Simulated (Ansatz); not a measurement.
# Pt_Mg in MgO (Fm-3m): charge-transition levels and formation energies

Aim: at which Fermi levels does Pt_Mg in MgO (Fm-3m) change its charge? The model is a cell of 54 host atoms with 1 Mg taken out and 1 Pt put in.

Calculated with Ansatz 0.2.0; place-levels on r2SCAN runs: charge-transition levels and formation energies with image-charge correction and potential alignment at the atomic sites; PAW set soft_1.

Experimental background.

“Electronic structure of alkaline earth and post-transition metal oxides” (2009, arxiv:0908.1581) quotes from earlier work for MgO, rocksalt (bulk crystal): band gap (literature experimental gap) 7.83 eV [Literature value based on experiment; other listed experimental values range from 7.7 to …].

**1. Set-up**

The cell holds 54 atoms: 26 Mg, 27 O and 1 Pt. Cell: a = 8.925 Å, b = 8.925 Å, c = 8.925 Å, α = 60.0°, β = 60.0°, γ = 60.0°. It derives from MgO (space group Fm-3m). Nearest the centre at fractional (0.667, 0.667, 0.333): Pt51 at 0.00 Å, O28 at 2.10 Å, O44 at 2.10 Å, O32 at 2.10 Å, O34 at 2.10 Å, O46 at 2.10 Å, O50 at 2.10 Å, Mg9 at 2.98 Å.

Screening for the image-charge correction: ε∞ = 3.24, ε0 = 10.37, from a response run on this crystal (DFPT, PBEsol) at that run's own cell.

The cell's shortest repeat is 8.9 Å.

**2. The runs of each charge state**

Levels follow from differences of total energies between charge states, each relaxed by itself.

Random displacements of about 0.05 Å break the site symmetry at the start, so that the relaxation can reach a distorted minimum if there is one. Forces are taken at one point at (¼, ¼, ¼). The cell holds 1 electron more than the neutral one, with a uniform background that keeps it neutral on the whole. The electron count is odd, so at least one spin is unpaired; this run locks the moment at 1 μB.

The sampling was tested on the host first: at the k-points planned (1x1x1 shifted 0.25 0.25 0.25) its energy lies 0.020 eV an atom from the dense-mesh value, under the bound of 0.02 eV set for this test; that bounds the host's error, not the defect's.

One of the inputs; charge, spin and start change from state to state.

File qm1_M1.relax/input.yaml:

```yaml
crystal:
  lattice:
    - [0.0, 6.31124291, 6.31124291]
    - [6.31124291, 0.0, 6.31124291]
    - [6.31124291, 6.31124291, 0.0]
  atoms:
    - { symbol: Mg, position: [0.0, 0.0, 0.0] }
    - { symbol: O, position: [0.16666667, 0.16666667, 0.16666667] }
[... 6 atom lines left out ...]
    - { symbol: Mg, position: [0.0, 0.33333333, 0.33333333] }
[... 3 atom lines left out ...]
    - { symbol: Mg, position: [0.0, 0.66666667, 0.0] }
[... 1 atom line left out ...]
    - { symbol: Mg, position: [0.0, 0.66666667, 0.33333333] }
[... 5 atom lines left out ...]
    - { symbol: Mg, position: [0.33333333, 0.0, 0.33333333] }
[... 6 atom lines left out ...]
    - { symbol: O, position: [0.5, 0.5, 0.5] }
[... 1 atom line left out ...]
    - { symbol: O, position: [0.5, 0.5, 0.83333333] }
[... 1 atom line left out ...]
    - { symbol: O, position: [0.5, 0.83333333, 0.16666667] }
    - { symbol: Mg, position: [0.33333333, 0.66666667, 0.33333333] }
    - { symbol: O, position: [0.5, 0.83333333, 0.5] }
    - { symbol: Mg, position: [0.33333333, 0.66666667, 0.66666667] }
[... 1 atom line left out ...]
    - { symbol: Mg, position: [0.66666667, 0.0, 0.0] }
[... 1 atom line left out ...]
    - { symbol: Mg, position: [0.66666667, 0.0, 0.33333333] }
[... 4 atom lines left out ...]
    - { symbol: O, position: [0.83333333, 0.5, 0.16666667] }
    - { symbol: Mg, position: [0.66666667, 0.33333333, 0.33333333] }
    - { symbol: O, position: [0.83333333, 0.5, 0.5] }
    - { symbol: Mg, position: [0.66666667, 0.33333333, 0.66666667] }
[... 1 atom line left out ...]
    - { symbol: Mg, position: [0.66666667, 0.66666667, 0.0] }
    - { symbol: O, position: [0.83333333, 0.83333333, 0.16666667] }
    - { symbol: Pt, position: [0.66666667, 0.66666667, 0.33333333] }
[... 1 atom line left out ...]
    - { symbol: Mg, position: [0.66666667, 0.66666667, 0.66666667] }
    - { symbol: O, position: [0.83333333, 0.83333333, 0.83333333] }
  host:
    repeats: [3, 3, 3]
    atoms:
      - { symbol: Mg, position: [0.0, 0.0, 0.0] }
      - { symbol: O, position: [0.5, 0.5, 0.5] }
total_charge: -1
basis:
  ecutwfc: 500
  xc_grid: 2
hamiltonian:
  xc: r2scan
  pseudopotentials: { kind: paw, azcp: { folder: soft_1 } }
kpoints:
  mp_grid: { grid: [1, 1, 1], shift: [0.25, 0.25, 0.25] }
magnetization:
  spin_polarized: true
  initial_magnetization: 1
  spin_locking: { lock_magnetization: hard }
scf:
  occupations: { method: fixed }
  max_iter: 100
output:
  forces: true
  charged_corrections:
    epsilon: 3.24
    static_epsilon: 10.37
    defect_position: [0.666667, 0.666667, 0.333333]
relax:
  f_tol: 0.02
  max_steps: 80
  random_displacement: { amplitude: 0.05, seed: 7000 }
checkpoint:
  write: "../qm1_M1.relax.run"
  compress: false
  write_wavefunctions: true
  write_every: 100000
```

Command:

```bash
$ ansatz run input.yaml --threads 4 --pin off --max-ram 7536MiB --backend cpu --events-out ev --progress --plain --runs-dir out
```

Defect states can disperse in a cell of this size, so the energy is taken again at a 2×2×2 shifted mesh, on the relaxed structure.

The run of this state that the levels use, under r2SCAN:

File qm1_M1.point/input.yaml:

```yaml
crystal:
  checkpoint: "../qm1_M1.relax.run"
  host: checkpoint
total_charge: -1
basis:
  ecutwfc: 500
  xc_grid: 2
hamiltonian:
  xc: r2scan
  pseudopotentials: { kind: paw, azcp: { folder: soft_1 } }
kpoints:
  mp_grid: { grid: [2, 2, 2], shift: [0.5, 0.5, 0.5] }
magnetization:
  spin_polarized: true
  initial_magnetization: 1
  spin_locking: { lock_magnetization: hard }
scf:
  occupations: { method: fermi_dirac, width: 0.01 }
  max_iter: 100
output:
  forces: true
  eigenvalues: true
  charged_corrections:
    epsilon: 3.24
    static_epsilon: 10.37
    defect_position: [0.666667, 0.666667, 0.333333]
  eigenstates: { localisation: true }
  populations: true
  efg: {}
checkpoint:
  read: "../qm1_M1.relax.run"
  write: "../qm1_M1.point.run"
  compress: false
  write_wavefunctions: false
  write_every: 100000
```

Relaxations under r2SCAN at one point at (¼, ¼, ¼); times on 4 threads of Arm Neoverse V1, shared host:

```
charge  moment (μB)  occupations        outcome  steps  largest displacement against the far atoms (Å)     time
    −1            1        fixed      converged     11                                            0.35   10 min
     0            0        fixed  not converged      -                                               -     84 s
     0            0  fermi-dirac      converged     10                                            0.37  2.4 min
    +1            1        fixed      converged      7                                            0.17  3.3 min
     0            2        fixed      converged      6                                            0.13  2.6 min
```

Single points under r2SCAN at a 2×2×2 shifted mesh; times on 4 threads of Arm Neoverse V1, shared host:

```
charge  moment (μB)  occupations    outcome     time
    −1            1  fermi-dirac  converged  2.4 min
     0            0  fermi-dirac  converged     63 s
    +1            1  fermi-dirac  converged  2.3 min
     0            2  fermi-dirac  converged  2.5 min
```

Distances (Å) from Pt51 to the nearest atoms after relaxation with r2SCAN:

```
charge  moment (μB)      1.      2.      3.      4.      5.      6.
    −1            1  O 2.23  O 2.23  O 2.23  O 2.23  O 2.45  O 2.45
     0            0  O 2.08  O 2.08  O 2.08  O 2.08  O 2.47  O 2.47
     0            2  O 2.23  O 2.23  O 2.23  O 2.23  O 2.23  O 2.23
    +1            1  O 2.07  O 2.07  O 2.07  O 2.07  O 2.27  O 2.27
```

**3. Placing the levels, r2SCAN**

A charged cell interacts with its images and the background, and its potential has another zero than the host's. place-levels removes the first by a point-charge model, screened by the static dielectric constant since the ions have relaxed around the charge, and the second by comparing potentials at atoms far from the defect.

The host is a run of the defect-free crystal in the same cutoffs, grids and k-points, so that basis and sampling errors cancel in part in the differences. The host is run in a cell of 2 atoms on a matching mesh. Its band edges are searched through the zone by a band path, so the gap is smaller than, or equal to, that on the mesh. Chemical potentials are energies per atom of Mg (hcp) and Pt (fcc), run with the same functional and cutoff.

File levels.point.yaml:

```yaml
host:
  run: host.point.run
states: [qm1_M1.point.run, q0.point.run, qp1_M1.point.run, q0_M2.point.run]
geometry_from:
  qm1_M1.point.run: qm1_M1.relax.run
  q0.point.run: q0.relax_smeared.run
  qp1_M1.point.run: qp1_M1.relax.run
  q0_M2.point.run: q0_M2.relax.run
chemical_potentials:
  Mg:
    energy: -1926.407918
    dataset: "<sha256 of the dataset>"
  Pt:
    energy: -12538.255568
    dataset: "<sha256 of the dataset>"
epsilon: 3.24
static_epsilon: 10.37
vertical:
  - { from: qm1_M1.point.run, to: qm1_M1.point_neutral.run }
  - { from: qp1_M1.point.run, to: qp1_M1.point_neutral.run }
```

Command:

```bash
$ ansatz place-levels levels.point.yaml -- --threads 4 --pin off --max-ram 7536MiB
```

Numbers of over 12 decimals in the logs are rounded to 6 here.

What it wrote:

```text
[... repeated set-up lines and file paths are left out, and long positions are rounded to six places ...]
(+1/0) 2.591 eV above the valence edge, 3.087 eV under the conduction edge
(0/-1) 4.268 eV above the valence edge, 1.409 eV under the conduction edge
formation energy of charge +1: +5.056 eV with the Fermi level at the valence edge
formation energy of charge 0: +7.647 eV with the Fermi level at the valence edge
formation energy of charge -1: +11.915 eV with the Fermi level at the valence edge
vertical -1 to 0: no energy, since no alignment is typed
  the change from vertical[0].from (qm1_M1.point.run) to vertical[0].to (qm1_M1.point_neutral.run): by its potential at epsilon 3.24 it stands at 0.667 0.667 0.333, with an rms radius of about 1.8 Å (1.1 1.1 1.1 Å across the planes of the cell's vectors); [...]
vertical +1 to 0: no energy, since no alignment is typed
  the change from vertical[1].from (qp1_M1.point.run) to vertical[1].to (qp1_M1.point_neutral.run): by its potential at epsilon 3.24 it stands at 0.667 0.667 0.333, with an rms radius of about 1.8 Å (1.1 1.1 1.1 Å across the planes of the cell's vectors); [...]
  edges by r2scan, gap 5.678 eV; the host is sampled to repeats of 17.85 Å
  the defect's cells are sampled to repeats of 17.85 Å, like sampling
  charge +1: -78069.1856 eV with its correction of +0.732 eV, at epsilon 10.37, aligned at sites: +0.4796 eV, mean over 21 atomic sites at or beyond 4.46 Å from the defect at [0.6667, 0.6667, 0.3333], with +0.000000 for the charge's moments and without [...]
  charge 0: +0.000 eV for its dipole among its images, +0.000 omitted
  charge -1: -78046.9575 eV with its correction of -0.229 eV, at epsilon 10.37, aligned at sites: +0.4810 eV, mean over 21 atomic sites at or beyond 4.46 Å from the defect at [0.6667, 0.6667, 0.3333], with +0.000000 for the charge's moments and without [...]
  charge 0: states[1] (q0.point.run) stands 0.323 eV higher, with a moment of 0.00 μB against 2.00
  of states[2] (qp1_M1.point.run): its alignment with the host at atomic sites is doubtful: the cell is too small to show whether the defect's potential has decayed: take a larger one; stability_check_not_made
  of states[3] (q0_M2.point.run): its alignment with the host at atomic sites is doubtful: the cell is too small to show whether the defect's potential has decayed: take a larger one; stability_check_not_made
  of states[0] (qm1_M1.point.run): its alignment with the host at atomic sites is doubtful: the cell is too small to show whether the defect's potential has decayed: take a larger one; stability_check_not_made
  of states[1] (q0.point.run): its alignment with the host at atomic sites is doubtful: the cell is too small to show whether the defect's potential has decayed: take a larger one
  of vertical[0].from (qm1_M1.point.run): stability_check_not_made
  of vertical[1].from (qp1_M1.point.run): stability_check_not_made
```

Run time: 0.4 s. Hardware: 4 threads of Arm Neoverse V1, shared host.

Levels between the charges placed, in eV above the valence top:

```
        gap (eV)  (+1/0)  (0/−1)
r2SCAN      5.68    2.59    4.27
```

Corrections by state:

```
charge  moment (μB)  image terms and alignment (eV)  band filling (eV)  ε used  over the lowest of its charge, as the program ranks them, band filling apart (eV)
    +1          1.0                           0.732                  -   10.37                                                                              0.000
     0          2.0                           0.000                  -       -                                                                              0.000
    −1          1.0                          -0.229                  -   10.37                                                                              0.000
     0          0.0                           0.000                  -       -                                                                              0.323
```

The charged structures listed were also run neutral, and place-levels reads from each pair, by the potential or the spins, how wide the charge is by which they differ; that can be the carrier of either run.

```
charge  rms radius (Å)  spread where it is widest against the cell (Å)  wide from (Å)  reading
    +1             1.8                                            1.05           1.26   narrow
    −1             1.8                                            1.06           1.26   narrow
```

The neutral runs of these pairs need not share the spin of the lowest neutral state, and very wide values only mean spread over the cell.

From the program's caveats on the states, each cut to its opening words:

- charge +1 (1 μB), 0 (2 μB), −1 (1 μB), 0: its alignment with the host at atomic sites is doubtful: the cell is too small to show whether the defect's potential has decayed: take a larger one
- charge +1 (1 μB), 0 (2 μB), −1 (1 μB): flagged: stability check not made

The host's formation energy from the elements is -2.963 eV per atom; it sets how far the chemical potentials can move.

Limit set by the element alone; other compounds of these elements are not counted. Chemical potentials from the elements' reference states: Mg 0.00 eV, O -5.93 eV, Pt 0.00 eV. Formation energy by charge state (Mg-rich; gap 5.68 eV):

```
charge  at valence top (eV)  at conduction bottom (eV)  correction included (eV)
    +1                 5.06                      10.73                      0.73
     0                 7.65                       7.65                      0.00
    −1                11.92                       6.24                     -0.23
```

(Fermi level (eV), lowest formation energy (eV)): (0.00, 5.06), (0.52, 5.57), (1.03, 6.09), (1.55, 6.60), (2.06, 7.12), (2.58, 7.63), (3.10, 7.65), (3.61, 7.65), (4.13, 7.65), (4.65, 7.27), (5.16, 6.75), (5.68, 6.24)

Limit set by the element alone; other compounds of these elements are not counted. Chemical potentials from the elements' reference states: O 0.00 eV, Mg -5.93 eV, Pt 0.00 eV. Formation energies (O-rich), with the Fermi level at the valence top and at the conduction bottom (gap 5.68 eV):

```
charge  at valence top (eV)  at conduction bottom (eV)  correction included (eV)
    +1                -0.87                       4.81                      0.73
     0                 1.72                       1.72                      0.00
    −1                 5.99                       0.31                     -0.23
```

Fermi level (eV), lowest formation energy (eV) and a bar from the least value:
```
     0.00      -0.87 
     0.52      -0.35 ######
     1.03       0.16 ############
     1.55       0.68 ##################
     2.06       1.19 ########################
     2.58       1.71 ##############################
     3.10       1.72 ##############################
     3.61       1.72 ##############################
     4.13       1.72 ##############################
     4.65       1.34 ##########################
     5.16       0.83 ####################
     5.68       0.31 ##############
```

**4. Outcome**

```yaml
gap_of_the_host: 5.68 eV (r2SCAN)
level_plus_1_over_0: 2.59 eV above the valence top
level_0_minus_1: 4.27 eV above the valence top
lowest_of_the_charges_placed_just_above_the_valence_top_0p02_ev: +1
lowest_of_the_charges_placed_just_below_the_conduction_bottom_0p02_ev: −1
lowest_formation_energy_at_mid_gap_of_the_charges_run_mg_rich: 7.65 eV
lowest_formation_energy_at_mid_gap_of_the_charges_run_o_rich: 1.72 eV
```

What this shows: Of the charges placed (−1, 0 and +1), the lowest changes at 2.59 eV (+1/0) and 4.27 eV (0/−1) above the valence top, in a gap of 5.68 eV. Charges above +1 and below −1 were not placed, so these runs say nothing of levels that involve them. States placed: +1 at 1 μB; 0 at 2 μB and 0 μB; −1 at 1 μB. Other spin states or structures, where not listed, weren't placed. Pt is taken at its element; compounds, which aren't counted here, bound the chemical potentials and would shift these formation energies. The program doubts the alignment of potentials for at least one state, a sign that the cell is small. Limits: the images are only 8.9 Å apart; r2SCAN makes the gap too small and tends to spread out bound carriers; where a gas molecule sets a chemical potential or the host's formation energy, its binding is uncorrected; spin–orbit coupling, which can matter with heavy atoms, is left out.

Comparison with the measured values:

| quantity | measured | r2SCAN |
| --- | --- | --- |
| band gap (least gap of the host) (eV) | 7.83 | 5.68 (-2.15 eV) |

Measured values from arxiv:0908.1581 (2009).

How well it matches: The band gap is off by -2.15 eV: a clear miss. Local and semilocal functionals usually give gaps below the measured ones. Zero-point and thermal motion shift the measured gap.

[Logs are printed without paths, hosts, clocks, repeated set-up lines and the standing remarks that a program may print on its own settings, such as how far it seeks lower states.]

[Hosts, paths, dates, database ids (printed as entryN), source tags and the programs' standing remarks are cut or masked in the printed files.]

[Where a table of states has a column of steps, it counts the stored structures, which are thinned; the runs took as many ionic steps or more.]

[A defect's name tells the site on which it was built; relaxed atoms can leave that site.]

[For some hosts the program warned that the k-mesh of the response run may be too coarse for force constants and the static dielectric constant; such warnings are not shown here.]
